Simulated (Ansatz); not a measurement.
# BAs (F-43m): converging a phonon calculation, part 3 of 4

Wanted: convergence of the phonons of BAs (F-43m) against cost.

Ansatz 0.2.0; DFT LDA, scalar-relativistic, plane waves, PAW; PAW set soft_1.

So far. Step 6 (Another q mesh, q mesh 6×6×6): The mean frequency is 442.9 cm⁻¹, -0.1 cm⁻¹ against the base run. Step 10 (Another k mesh, k-mesh 8×8×8, q mesh 2×2×2): The highest optical mode at the zone centre (no LO-TO term) is 700.3 cm⁻¹, +0.3 cm⁻¹ against the base run. The relaxed cell has a = 4.732 Å (conventional setting).

## 11. Another k mesh, q mesh 2×2×2

The k mesh is changed to 12×12×12 on a small fixed q mesh, to find the coarsest that serves.

Input file input.yaml:

```yaml
crystal:
  lattice:
    - [0.0, 2.3658309543, 2.3658309543]
    - [2.3658309543, 0.0, 2.3658309543]
    - [2.3658309543, 2.3658309543, 0.0]
  atoms:
    - { symbol: B, position: [0.0, 0.0, 0.0] }
    - { symbol: As, position: [0.25, 0.25, 0.25] }
kpoints:
  mp_grid: { grid: [12, 12, 12] }
hamiltonian:
  xc: lda
  pseudopotentials: { kind: paw, azcp: { folder: soft_1 }, xc_functional: pbe }
scf:
  occupations: { method: fixed }
output:
  eigenvalues: true
phonons:
  method: dfpt
  dielectric: true
  rigid_motions: translations
  qmesh: [2, 2, 2]
  temperatures: { t_max: 1000, t_step: 50 }
  qpath:
    path:
      - [[0.0, 0.0, 0.0], [-0.5, -0.5, 0.0], [-0.375, -0.375, 0.25]]
      - [[-0.375, 0.0, 0.375], [0.0, 0.0, 0.0], [0.0, 0.0, 0.5], [-0.5, -0.25, 0.25], [-0.5, -0.5, 0.0]]
    npoints: 10
```

Run with:

```bash
> ansatz run input.yaml --threads 4 --pin off --max-ram 10240MiB --backend cpu --events-out ev --progress --plain --runs-dir out
```

Numbers of over 12 decimals in the logs are rounded to 6 here.

Output:

```text
[...]
Crystal: 2 atoms, lattice volume = 26.484 Å³
Basis set: ecut = 420 eV, 531 PW (Γ), exchange–correlation on 48×48×48 points (8 copies of the dense FFT grid, shifted against one another)
Bands: 13, of which v1, the nominal top of the filled ones, is band 9 counted from 1 (8 counted from 0)
Symmetry: 24 space group operations
[...]
optical modes at Γ + LO–TO along q̂ = [0.0000, 1.0000, 0.0000]:
      ω (cm⁻¹)  modes    IR ((D/Å)²/amu)
        699.93      2             1.4195
        704.15      1             0.7097
  optical modes at Γ + LO–TO along q̂ = [0.0000, 0.0000, 1.0000]:
      ω (cm⁻¹)  modes    IR ((D/Å)²/amu)
        699.93      2             1.4195
        704.15      1             0.7097
--- Phonons (arbitrary-q DFPT): 3 irreducible q on the 2×2×2 mesh ---
[...]
interpolated dispersion: 63 rows × 6 modes
[...]
[key lines of the parts left out:]
SCF converged after 8 iterations
Free energy (F): -4923.535285 eV
Fermi energy:    10.861208 eV
```

It took 35 s on 4 threads of Arm Neoverse V2, shared host; peak memory 0.91 GiB; 2.2 min of CPU time.

Frequencies (cm⁻¹) solved at each irreducible wavevector; negative means imaginary. Frequencies by wavevector, by row:

```
q in reciprocal lattice units  star  mode 1  mode 2  mode 3  mode 4  mode 5  mode 6
                        0 0 0     1       0       0       0   699.9   699.9   699.9
                     0 0 -0.5     4   139.1   139.1   312.7   677.1   677.1     713
                  0 -0.5 -0.5     3   192.7   192.7   321.7   640.5   640.5   740.9
```

The highest optical mode at the zone centre (no LO-TO term) is 699.9 cm⁻¹, +0.0 cm⁻¹ against the base run.

## 12. Another k mesh, k-mesh 18×18×18, q mesh 2×2×2

The k mesh is changed to 18×18×18 on a small fixed q mesh, to find the coarsest that serves.

input.yaml: that of step 11 with these lines changed.

```diff
@@ -9,3 +9,3 @@
 kpoints:
-  mp_grid: { grid: [12, 12, 12] }
+  mp_grid: { grid: [18, 18, 18] }
 hamiltonian:
```

Output:

```text
[...]
Crystal: 2 atoms, lattice volume = 26.484 Å³
Basis set: ecut = 420 eV, 531 PW (Γ), exchange–correlation on 48×48×48 points (8 copies of the dense FFT grid, shifted against one another)
Bands: 13, of which v1, the nominal top of the filled ones, is band 9 counted from 1 (8 counted from 0)
Symmetry: 24 space group operations
[...]
optical modes at Γ + LO–TO along q̂ = [0.0000, 1.0000, 0.0000]:
      ω (cm⁻¹)  modes    IR ((D/Å)²/amu)
        699.91      2             1.4191
        704.13      1             0.7095
  optical modes at Γ + LO–TO along q̂ = [0.0000, 0.0000, 1.0000]:
      ω (cm⁻¹)  modes    IR ((D/Å)²/amu)
        699.91      2             1.4191
        704.13      1             0.7095
--- Phonons (arbitrary-q DFPT): 3 irreducible q on the 2×2×2 mesh ---
[...]
interpolated dispersion: 63 rows × 6 modes
[...]
[key lines of the parts left out:]
SCF converged after 8 iterations
Free energy (F): -4923.535347 eV
Fermi energy:    10.861166 eV
```

The job ended after 79 s (4 threads; peak memory 1.9 GiB; 5 min of CPU time).

Frequencies (cm⁻¹) solved at each irreducible wavevector; negative means imaginary. Frequencies by wavevector, by row:

```
q in reciprocal lattice units  star  mode 1  mode 2  mode 3  mode 4  mode 5  mode 6
                        0 0 0     1       0       0       0   699.9   699.9   699.9
                     0 0 -0.5     4   139.1   139.1   312.7   677.1   677.1     713
                  0 -0.5 -0.5     3   192.8   192.8   321.7   640.5   640.5   740.9
```

The highest optical mode at the zone centre (no LO-TO term) is 699.9 cm⁻¹, -0.0 cm⁻¹ against the base run.

## 13. The series together

Times are for 4 threads of Arm Neoverse V2, shared host. The runs compared:

```
no.    k-mesh  lowest mode on the q mesh (acoustic modes at Γ apart) (cm⁻¹)  highest frequency on the path or at a solved wavevector (cm⁻¹)  time  memory (GiB)
  1     8×8×8                                                         138.8                                                             741  14 s          0.56
  2  12×12×12                                                         139.1                                                           740.9  35 s          0.91
  3  18×18×18                                                         139.1                                                           740.9  79 s           1.9
```

The runs together. The phonon density of states by wavenumber; read off at these points; values in 1/cm⁻¹/cell:

```
wavenumber (cm⁻¹)    8×8×8  12×12×12  18×18×18
                5   1.0e-5    1.0e-5    1.0e-5
               45   8.7e-4    8.6e-4    8.6e-4
               75  0.00258   0.00257   0.00256
              115  0.00741   0.00736   0.00736
              145   0.0184    0.0183    0.0183
              185   0.0192    0.0192    0.0192
              215   0.0108    0.0108    0.0108
              255   0.0043   0.00431   0.00431
              285   0.0149    0.0149    0.0149
              295   0.0304    0.0305    0.0305
              325   1.2e-4    1.2e-4    1.1e-4
              355        0         0         0
              395        0         0         0
              425        0         0         0
              465        0         0         0
              495        0         0         0
              535        0         0         0
              565        0         0         0
              605        0         0         0
              635   3.0e-5    2.0e-5    2.0e-5
              675   0.0536    0.0544    0.0544
              685   0.0536    0.0530    0.0530
              705   0.0358    0.0368    0.0368
              715   0.0394    0.0385    0.0384
              745   1.1e-4    1.0e-4    1.0e-4
```

The runs together, line C_V. C_V against temperature; values in J/mol-atom/K:

```
temperature (K)  8×8×8  12×12×12 = 18×18×18
              0      0                    0
             50   2.12                 2.11
            100   6.67                 6.67
            150   9.88                 9.88
            200   12.6                 12.6
            250   15.0                 15.0
            300   16.9                 16.9
            350   18.4                 18.4
            400   19.6                 19.6
            450   20.5                 20.5
            500   21.2                 21.2
            550   21.8                 21.8
            600   22.2                 22.2
            650   22.6                 22.6
            700   22.9                 22.9
            750   23.1                 23.1
            800   23.3                 23.3
            850   23.5                 23.5
            900   23.6                 23.6
            950   23.8                 23.8
           1000   23.9                 23.9
```

## 14. Another cutoff, cutoff 170 eV, q mesh 2×2×2

The cutoff is set to 170 eV on a small fixed q mesh.

input.yaml: that of step 12 with these lines changed.

```diff
@@ -9,3 +9,3 @@
 kpoints:
-  mp_grid: { grid: [18, 18, 18] }
+  mp_grid: { grid: [12, 12, 12] }
 hamiltonian:
@@ -19,4 +19,2 @@
   method: dfpt
-  dielectric: true
-  rigid_motions: translations
   qmesh: [2, 2, 2]
@@ -28 +26,3 @@
     npoints: 10
+basis:
+  ecutwfc: 170
```

Output:

```text
Warning: basis.ecutwfc = 170 eV is below the records' recommended 420 eV, and the density's cutoff is lower with it unless basis.ecutrho_ratio is high enough to keep the records' density cutoff: compare with a run at a higher cutoff
[...]
Crystal: 2 atoms, lattice volume = 26.484 Å³
Basis set: ecut = 170 eV, 137 PW (Γ), exchange–correlation on 30×30×30 points (8 copies of the dense FFT grid, shifted against one another)
Bands: 13, of which v1, the nominal top of the filled ones, is band 9 counted from 1 (8 counted from 0)
Symmetry: 24 space group operations
k-points: 72 of 1728 (time reversal used)
[...]
SCF iter   1: F=—  HF=-4913.682968 eV  |F-HF|=—  |Δ(HF+E_count)|=         —  Δρ=7.82e-2  dr2=1.65e0  ethr=3.10e-3  ⟨swp⟩=3.2  Hψ=3787  notcnv=0  defer=127
[...]
SCF iter   8: F=-4909.503158 eV  HF=-4909.503158 eV  |F-HF|=0.00e0  |Δ(HF+E_count)|=  2.23e-10  Δρ=1.41e-7  dr2=1.40e-12  ethr=1.00e-12  ⟨swp⟩=3.9  Hψ=4114  notcnv=0
SCF 1 converged in 8 iterations: F = -4909.503158 eV  dr2 = 1.40e-12
[...]
k-points: 280 of 1728 (irreducible under 4 space group operations, time reversal used)
[...]
SCF iter   2: F=-4909.503158 eV  HF=-4909.503158 eV  |F-HF|=1.82e-12  |Δ(HF+E_count)|=  2.09e-11  Δρ=6.55e-8  dr2=4.82e-13  ethr=1.00e-12  ⟨swp⟩=4.4  Hψ=11308  notcnv=0
SCF 2 converged in 2 iterations: F = -4909.503158 eV  dr2 = 4.82e-13
[...]
SCF converged after 8 iterations
Free energy (F): -4909.503158 eV
[...]
Internal energy: -4909.503158 eV  (E = F + TS)
E sigma→0 (E₀):  -4909.503158 eV
Fermi energy:    10.705627 eV
[...]
--- Band table (eV; the first three rows and the last of 72) ---
  k-point 0: bands = [... 5 lower, -5.1923, 10.7056, 10.7056, 10.7056, 14.1011, 14.1011, 14.1011, 15.1664]
  k-point 1: bands = [... 5 lower, -5.0705, 9.6378, 10.4795, 10.4795, 14.2964, 14.4033, 14.4033, 15.9300]
  k-point 2: bands = [... 5 lower, -4.7252, 7.6076, 10.0199, 10.0199, 14.0957, 15.0950, 15.0950, 17.4246]
  k-point 71: bands = [... 5 lower, -0.9177, 2.4620, 4.9569, 5.3615, 16.4132, 16.7255, 17.5230, 17.9525]
[...]
ASR residual: 1.824e-4 → 0.000e0 eV/Å²; symmetrization residual: 2.059e-6 eV/Å²
  ASR residual per site (eV/Å²): 1.00e-5 1.82e-4
  Γ frequencies (cm⁻¹): 0.00 0.00 0.00 657.24 657.24 657.24
  Unit cell's response to a homogeneous field, on a k mesh of 12×12×12: 1 representative field direction (Σ response iterations 6)
  ε∞ (high-frequency dielectric tensor):
        9.283446     0.000000     0.000000
       -0.000000     9.283446     0.000000
        0.000000     0.000000     9.283446
  ε⁰ (static dielectric tensor): not given — the deck does not say what the cell's rigid motions are, and on a molecule in a box or a wire the rigid rotations would enter the sum over the modes at Γ. For a crystal or a slab, whose only rigid motions are the translations, set phonons.rigid_motions: translations.
  Born effective charges Z* (e; rows j = field, columns β = displacement):
    site 0:
         0.02667   -0.00000    0.00000
         0.00000    0.02667   -0.00000
        -0.00000   -0.00000    0.02667
    site 1:
        -0.02667    0.00000   -0.00000
        -0.00000   -0.02667    0.00000
         0.00000    0.00000   -0.02667
  Z* charge neutrality: 2.942e-6 e pre-enforcement
[...]
optical modes at Γ without the LO–TO term, one row a degenerate level:
      ω (cm⁻¹)  modes    IR ((D/Å)²/amu)
        657.24      3             0.0052
  optical modes at Γ + LO–TO along q̂ = [1.0000, 0.0000, 0.0000]:
      ω (cm⁻¹)  modes    IR ((D/Å)²/amu)
        657.24      2             0.0035
        657.25      1             0.0017
  optical modes at Γ + LO–TO along q̂ = [0.0000, 1.0000, 0.0000]:
      ω (cm⁻¹)  modes    IR ((D/Å)²/amu)
        657.24      2             0.0035
        657.25      1             0.0017
  optical modes at Γ + LO–TO along q̂ = [0.0000, 0.0000, 1.0000]:
      ω (cm⁻¹)  modes    IR ((D/Å)²/amu)
        657.24      2             0.0035
        657.25      1             0.0017
--- Phonons (arbitrary-q DFPT): 3 irreducible q on the 2×2×2 mesh ---
[...]
interpolated dispersion: 63 rows × 6 modes
[...]
```

Elapsed: 14 s, on 4 threads; peak memory 0.75 GiB; 45 s of CPU time.

The run finished; it serves as a test, and its numbers are not taken as the result.

## 15. Another cutoff, cutoff 230 eV, q mesh 2×2×2

The cutoff is set to 230 eV on a small fixed q mesh.

input.yaml: that of step 14 with these lines changed.

```diff
@@ -27,2 +27,2 @@
 basis:
-  ecutwfc: 170
+  ecutwfc: 230
```

Output:

```text
[...]
Crystal: 2 atoms, lattice volume = 26.484 Å³
Basis set: ecut = 230 eV, 181 PW (Γ), exchange–correlation on 36×36×36 points (8 copies of the dense FFT grid, shifted against one another)
Bands: 13, of which v1, the nominal top of the filled ones, is band 9 counted from 1 (8 counted from 0)
Symmetry: 24 space group operations
k-points: 72 of 1728 (time reversal used)
[...]
SCF iter   1: F=—  HF=-4922.497104 eV  |F-HF|=—  |Δ(HF+E_count)|=         —  Δρ=7.64e-2  dr2=1.93e0  ethr=3.10e-3  ⟨swp⟩=4.0  Hψ=4006  notcnv=0  defer=96
[...]
SCF iter   8: F=-4921.648489 eV  HF=-4921.648489 eV  |F-HF|=1.82e-12  |Δ(HF+E_count)|=  1.75e-10  Δρ=9.98e-8  dr2=2.25e-12  ethr=1.00e-12  ⟨swp⟩=6.1  Hψ=4414  notcnv=0
SCF 1 converged in 8 iterations: F = -4921.648489 eV  dr2 = 2.25e-12
[...]
k-points: 280 of 1728 (irreducible under 4 space group operations, time reversal used)
[...]
SCF iter   2: F=-4921.648489 eV  HF=-4921.648489 eV  |F-HF|=1.82e-12  |Δ(HF+E_count)|=   2.57e-9  Δρ=1.00e-7  dr2=3.55e-12  ethr=1.00e-12  ⟨swp⟩=6.0  Hψ=14328  notcnv=0
SCF 2 converged in 2 iterations: F = -4921.648489 eV  dr2 = 3.55e-12
[...]
SCF converged after 8 iterations
Free energy (F): -4921.648489 eV
[...]
Internal energy: -4921.648489 eV  (E = F + TS)
E sigma→0 (E₀):  -4921.648489 eV
Fermi energy:    10.965500 eV
[...]
--- Band table (eV; the first three rows and the last of 72) ---
  k-point 0: bands = [... 5 lower, -4.8594, 10.9655, 10.9655, 10.9655, 14.2818, 14.2818, 14.2818, 15.7870]
  k-point 1: bands = [... 5 lower, -4.7467, 9.8115, 10.6927, 10.6927, 14.4060, 14.5524, 14.5524, 16.3806]
  k-point 2: bands = [... 5 lower, -4.4015, 7.8273, 10.1660, 10.1660, 14.2846, 15.1511, 15.1511, 17.6560]
  k-point 71: bands = [... 5 lower, -0.4522, 2.7559, 5.1539, 5.4607, 16.2345, 16.8913, 17.6986, 18.1799]
[...]
ASR residual: 2.562e-5 → 0.000e0 eV/Å²; symmetrization residual: 1.251e-6 eV/Å²
  ASR residual per site (eV/Å²): 7.44e-6 2.56e-5
  Γ frequencies (cm⁻¹): 0.00 0.00 0.00 728.90 728.90 728.90
[...]
ε∞ (high-frequency dielectric tensor):
        9.532346     0.000000     0.000000
       -0.000000     9.532346     0.000000
        0.000000     0.000000     9.532346
[...]
Born effective charges Z* (e; rows j = field, columns β = displacement):
    site 0:
        -0.49468   -0.00000    0.00000
        -0.00000   -0.49468   -0.00000
        -0.00000    0.00000   -0.49468
    site 1:
         0.49468    0.00000   -0.00000
         0.00000    0.49468    0.00000
         0.00000   -0.00000    0.49468
  Z* charge neutrality: 2.578e-6 e pre-enforcement
[...]
optical modes at Γ without the LO–TO term, one row a degenerate level:
      ω (cm⁻¹)  modes    IR ((D/Å)²/amu)
        728.90      3             1.7928
  optical modes at Γ + LO–TO along q̂ = [1.0000, 0.0000, 0.0000]:
      ω (cm⁻¹)  modes    IR ((D/Å)²/amu)
        728.90      2             1.1952
        732.35      1             0.5976
  optical modes at Γ + LO–TO along q̂ = [0.0000, 1.0000, 0.0000]:
      ω (cm⁻¹)  modes    IR ((D/Å)²/amu)
        728.90      2             1.1952
        732.35      1             0.5976
  optical modes at Γ + LO–TO along q̂ = [0.0000, 0.0000, 1.0000]:
      ω (cm⁻¹)  modes    IR ((D/Å)²/amu)
        728.90      2             1.1952
        732.35      1             0.5976
--- Phonons (arbitrary-q DFPT): 3 irreducible q on the 2×2×2 mesh ---
[...]
interpolated dispersion: 63 rows × 6 modes
[...]
```

It took 19 s on 4 threads; peak memory 0.63 GiB; 65 s of CPU time.

The run finished; it serves as a test, and its numbers are not taken as the result.

## 16. Another cutoff, cutoff 290 eV, q mesh 2×2×2

The cutoff is set to 290 eV on a small fixed q mesh.

input.yaml: that of step 15 with these lines changed.

```diff
@@ -27,2 +27,2 @@
 basis:
-  ecutwfc: 230
+  ecutwfc: 290
```

Output:

```text
[...]
Crystal: 2 atoms, lattice volume = 26.484 Å³
Basis set: ecut = 290 eV, 307 PW (Γ), exchange–correlation on 40×40×40 points (8 copies of the dense FFT grid, shifted against one another)
Bands: 13, of which v1, the nominal top of the filled ones, is band 9 counted from 1 (8 counted from 0)
Symmetry: 24 space group operations
k-points: 72 of 1728 (time reversal used)
[...]
SCF iter   1: F=—  HF=-4924.064361 eV  |F-HF|=—  |Δ(HF+E_count)|=         —  Δρ=7.86e-2  dr2=2.08e0  ethr=3.10e-3  ⟨swp⟩=4.0  Hψ=4690  notcnv=0  defer=53
[...]
SCF iter   9: F=-4923.367410 eV  HF=-4923.367410 eV  |F-HF|=0.00e0  |Δ(HF+E_count)|=    0.00e0  Δρ=1.58e-8  dr2=2.40e-14  ethr=1.00e-12  ⟨swp⟩=6.3  Hψ=4634  notcnv=0
SCF 1 converged in 9 iterations: F = -4923.367410 eV  dr2 = 2.40e-14
[...]
k-points: 280 of 1728 (irreducible under 4 space group operations, time reversal used)
[...]
SCF iter   2: F=-4923.367410 eV  HF=-4923.367410 eV  |F-HF|=2.73e-12  |Δ(HF+E_count)|=  4.57e-10  Δρ=9.06e-8  dr2=2.91e-12  ethr=1.00e-12  ⟨swp⟩=6.2  Hψ=15029  notcnv=0
SCF 2 converged in 2 iterations: F = -4923.367410 eV  dr2 = 2.91e-12
[...]
SCF converged after 9 iterations
Free energy (F): -4923.367410 eV
[...]
Internal energy: -4923.367410 eV  (E = F + TS)
E sigma→0 (E₀):  -4923.367410 eV
Fermi energy:    10.865204 eV
[...]
--- Band table (eV; the first three rows and the last of 72) ---
  k-point 0: bands = [... 5 lower, -4.7970, 10.8652, 10.8652, 10.8652, 14.1627, 14.1627, 14.1627, 15.8616]
  k-point 1: bands = [... 5 lower, -4.6796, 9.8164, 10.6387, 10.6387, 14.3341, 14.4563, 14.4563, 16.4474]
  k-point 2: bands = [... 5 lower, -4.3332, 7.8677, 10.1640, 10.1640, 14.2556, 15.0682, 15.0682, 17.7065]
  k-point 71: bands = [... 5 lower, -0.3555, 2.8092, 5.1960, 5.5032, 16.1026, 16.8953, 17.6575, 18.1285]
[...]
ASR residual: 4.018e-6 → 0.000e0 eV/Å²; symmetrization residual: 2.893e-7 eV/Å²
  ASR residual per site (eV/Å²): 2.04e-6 4.02e-6
  Γ frequencies (cm⁻¹): 0.00 0.00 0.00 705.39 705.39 705.39
[...]
ε∞ (high-frequency dielectric tensor):
        9.622417     0.000000    -0.000000
       -0.000000     9.622417     0.000000
        0.000000     0.000000     9.622417
[...]
Born effective charges Z* (e; rows j = field, columns β = displacement):
    site 0:
        -0.52487   -0.00000    0.00000
         0.00000   -0.52487   -0.00000
        -0.00000   -0.00000   -0.52487
    site 1:
         0.52487    0.00000   -0.00000
        -0.00000    0.52487    0.00000
         0.00000    0.00000    0.52487
  Z* charge neutrality: 5.566e-7 e pre-enforcement
[...]
optical modes at Γ without the LO–TO term, one row a degenerate level:
      ω (cm⁻¹)  modes    IR ((D/Å)²/amu)
        705.39      3             2.0184
  optical modes at Γ + LO–TO along q̂ = [1.0000, 0.0000, 0.0000]:
      ω (cm⁻¹)  modes    IR ((D/Å)²/amu)
        705.39      2             1.3456
        709.37      1             0.6728
  optical modes at Γ + LO–TO along q̂ = [0.0000, 1.0000, 0.0000]:
      ω (cm⁻¹)  modes    IR ((D/Å)²/amu)
        705.39      2             1.3456
        709.37      1             0.6728
  optical modes at Γ + LO–TO along q̂ = [0.0000, 0.0000, 1.0000]:
      ω (cm⁻¹)  modes    IR ((D/Å)²/amu)
        705.39      2             1.3456
        709.37      1             0.6728
--- Phonons (arbitrary-q DFPT): 3 irreducible q on the 2×2×2 mesh ---
[...]
interpolated dispersion: 63 rows × 6 modes
[...]
```

Elapsed: 17 s, on 4 threads; peak memory 0.65 GiB.

The run finished; it serves as a test, and its numbers are not taken as the result.

[end of part 3 of 4]

[Logs are printed without paths, hosts, clocks, repeated set-up lines and the standing remarks that a program may print on its own settings, such as how far it seeks lower states.]

[Hosts, paths, dates, database ids (printed as entryN), source tags and the programs' standing remarks are cut or masked in the printed files.]
